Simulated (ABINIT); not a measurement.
# Quasiparticle gap of Ca2Si (Fm-3m) in ABINIT

Wanted: ground state, empty states, screening and self-energy for Ca2Si (Fm-3m).

Main program and level: ABINIT 10.8.3; LDA and many-body steps on it, plane waves.

This is a report of a sequence of runs, with most program output left out.

## Step 1: Starting point

The structure is cubic, space group Fm-3m (No. 225). The conventional cell has a = 7.170 Å, b = 7.170 Å, c = 7.170 Å, α = 90.00°, β = 90.00°, γ = 90.00°. Nearest to Ca lie 4 Si at 3.10 Å. Si has 8 Ca at 3.10 Å nearest. Farther neighbours are not listed.

The cell and positions are those that the Materials Project relaxed with its own functionals (PBE, PBE+U or r2SCAN), kept fixed.

## Step 2: Ground state

This step: ABINIT 10.8.3; DFT, LDA, plane waves, norm-conserving pseudopotentials.

The ground-state density comes first.

Contents of run.abi:

```
acell 3*1.0 Angstrom
rprim 
  -0.000000000000 3.585232820000 3.585232820000
  3.585232820000 -0.000000000000 3.585232820000
  3.585232820000 3.585232820000 -0.000000000000
ntypat 2
znucl 20 14
natom 3
typat 1 1 2
xred 
  0.750000000000 0.750000000000 0.750000000000
  0.250000000000 0.250000000000 0.250000000000
  0.000000000000 0.000000000000 0.000000000000
pp_dirpath "pseudos"
pseudos "Ca.upf, Si.upf"
ecut 30
ngkpt 6 6 6
nshiftk 1
shiftk 0 0 0
kptopt 1
chksymbreak 0
nband 17
occopt 1
tolvrs 1e-10
nstep 60
prtwf 0
optforces 0
optstress 0
indata_prefix "in"
outdata_prefix "out"
tmpdata_prefix "tmp"
```

Started as:

```sh
$ OMP_NUM_THREADS=1 mpirun -n 4 abinit run.abi > log
```

It took 16 s on 4 MPI ranks of Arm Neoverse V1, shared host; peak memory 0.34 GiB; 64 s of CPU time.

Numbers from this step:

```yaml
total_energy: -2222.1438 eV
gap: 0.5089 eV
k_of_the_valence_top: 0.5, 0.5, 0
k_of_the_conduction_bottom: 0.5, 0.5, 0
least_direct_gap: 0.5089 eV
```

The gap is direct, at (0.500, 0.500, 0.000).

## Step 3: Empty states on the mesh, 2×2×2 mesh, 53 bands

The sums over transitions need many empty states on a uniform mesh; this step solves for them.

run.abi, as its differences from that of step 2:

```diff
@@ -16,3 +16,3 @@
 ecut 30
-ngkpt 6 6 6
+ngkpt 2 2 2
 nshiftk 1
@@ -21,9 +21,10 @@
 chksymbreak 0
-nband 17
-occopt 1
-tolvrs 1e-10
+iscf -2
+irdden 1
+istwfk *1
+nband 53
+nbdbuf 4
+tolwfr 1e-09
 nstep 60
-prtwf 0
-optforces 0
-optstress 0
+prtvol 0
 indata_prefix "in"
```

Wall time 9 s (4 MPI ranks); peak memory 0.28 GiB; 36 s of CPU time.

Numbers from this step:

| Item | Value |
| --- | --- |
| gap | 0.5089 eV |
| k of the valence top | 0.5, 0.5, 0 |
| k of the conduction bottom | 0.5, 0.5, 0 |
| least direct gap | 0.5089 eV |
| k points computed | 3 |
| lowest point of the top converged band, above the valence top | 22.69 eV |

On this mesh the gap is 0.509 eV.

## Step 4: Screening, 2×2×2 mesh, 49 bands, screening to 87.1 eV

The RPA dielectric matrix is built and inverted for each q.

This step: RPA screening on LDA, plane waves, norm-conserving pseudopotentials.

run.abi, as its differences from that of step 3:

```diff
@@ -21,10 +21,11 @@
 chksymbreak 0
-iscf -2
-irdden 1
 istwfk *1
-nband 53
-nbdbuf 4
-tolwfr 1e-09
-nstep 60
-prtvol 0
+occopt 1
+irdwfk 1
+optdriver 3
+nband 49
+ecuteps 3.2
+inclvkb 2
+awtr 1
+symchi 1
 indata_prefix "in"
```

Run time: 3.7 s. Hardware: 4 MPI ranks; peak memory 0.52 GiB; 15 s of CPU time.

Numbers from this step:

```
ε∞ with local fields, on this mesh, along the program's q direction : 68.26
the same without local fields                                       : 90.58
plasma frequency                                                    : 18.95 eV
plane waves in the screening matrix                                 : 169
```

Local fields lower ε∞ by 25 %. On a Γ-centred mesh this coarse the value itself is usually too large, while a short band sum pulls it down.

## Step 5: Self-energy, 2×2×2 mesh, 49 bands, screening to 87.1 eV

The self-energy is evaluated for the states that the input lists, and the levels follow from it, in one-shot runs by the linearised quasiparticle equation.

This step: G0W0 on LDA, plane waves, norm-conserving pseudopotentials.

run.abi, as its differences from that of step 4:

```diff
@@ -24,8 +24,17 @@
 irdwfk 1
-optdriver 3
+optdriver 4
 nband 49
+gwcalctyp 0
+ecutsigx 30
+symsigma 1
+nkptgw 2
+kptgw 
+  0.5000000000 0.5000000000 0.0000000000
+  0.0000000000 0.0000000000 0.0000000000
+bdgw 
+  11 14
+  10 15
 ecuteps 3.2
-inclvkb 2
-awtr 1
-symchi 1
+irdscr 1
+ppmodel 1
 indata_prefix "in"
```

It took 3.7 s on 4 MPI ranks; peak memory 0.58 GiB; 15 s of CPU time.

This step gave:

* G0W0 gap on the points computed: 1.032 eV
* starting gap on the mesh: 0.5089 eV
* k of the valence top: 0.5, 0.5, 0
* k of the conduction bottom: 0.5, 0.5, 0
* Z at the valence top: 0.754
* Z at the conduction bottom: 0.776
* least direct G0W0 gap on the computed points: 1.032 eV

The gap on the mesh goes from 0.51 eV to 1.03 eV, a correction of +0.52 eV.

Limits: finite bands, cutoff and mesh; coarse k mesh. v1 is the top filled band, c1 the lowest empty one. Levels before and after the correction, in eV, zero at the valence-band top of each column:

```
           conduction bottom  valence top
Kohn-Sham               0.51         0.00
     G0W0               1.03         0.00
```

```
                       level  energy (eV)
Kohn-Sham  (0.5 0.5 0) v2-v1        0.000
Kohn-Sham     (0.5 0.5 0) c1        0.509
Kohn-Sham     (0.5 0.5 0) c2        1.565
     G0W0  (0.5 0.5 0) v2-v1        0.000
     G0W0     (0.5 0.5 0) c1        1.032
     G0W0     (0.5 0.5 0) c2        2.648
```

## Step 6: Where the time went

Times are wall times on 4 MPI ranks of Arm Neoverse V1, shared host, good to a factor of about two.

```
                    step   time  share  memory (GiB)
            ground state   16 s   50 %          0.34
empty states on the mesh    9 s   28 %          0.28
               screening  3.7 s   11 %          0.52
             self-energy  3.7 s   11 %          0.58
```

## Step 7: Outcome

```yaml
lda_gap: 0.51 eV, direct
g0w0_gap_on_the_mesh: 1.03 eV
gw_settings: 2×2×2 mesh, 49 bands, screening to 87.1 eV, Godby-Needs plasmon pole
known_limits: not at the basis limit; mesh may overstate the screening; coarse k mesh
```

**Reading.** G0W0 moves the gap on the mesh from 0.51 eV to 1.03 eV (+0.52 eV), with Z of 0.75 and 0.78 at the edges. Local fields lower the RPA ε∞ on this mesh from 90.58 to 68.26; a Γ-centred mesh this coarse tends to raise both, most where the direct gap is narrow, while a short band sum lowers them. Only 2 of the mesh's irreducible points were corrected, so a valley elsewhere could overtake. The dearest step here is «ground state». Bands and cutoff are finite, so the gap is not at the basis limit. The miss can reach some tenths of an eV and take either sign; the mesh is an error of its own. In the G0W0 run levels were corrected at 2 k points alone, so a gap called «on the mesh» is the least over those, and an edge elsewhere would be missed. The 2×2×2 mesh is coarse for this cell, which bears on the long-range parts of exchange and screening. The RPA ε∞ on this mesh reaches over 25; with a narrow direct gap a coarse mesh can overstate it, and the correction is then too small.

[Paths, hosts, dates, memory and timing lines, banners, echoed tables and standing remarks are left out of the program output.]

[Logs are printed without paths, hosts, clocks, repeated set-up lines and the standing remarks that a program may print on its own settings, such as how far it seeks lower states.]

[Runs of the session that timed out or met a known fault of the program may be left out.]

[Hosts, paths, dates, database ids (printed as entryN), source tags and the programs' standing remarks are cut or masked in the printed files.]

[G0W0 gaps are taken among the corrected bands and points alone; a level outside them can change the order at an edge.]

[Where Ansatz stands beside ABINIT at settings called matched, ABINIT's density can come from a denser mesh and the files from another edition; pairs whose starting gaps differed by over 0.03 eV were left out, so agreement reads better than it is.]
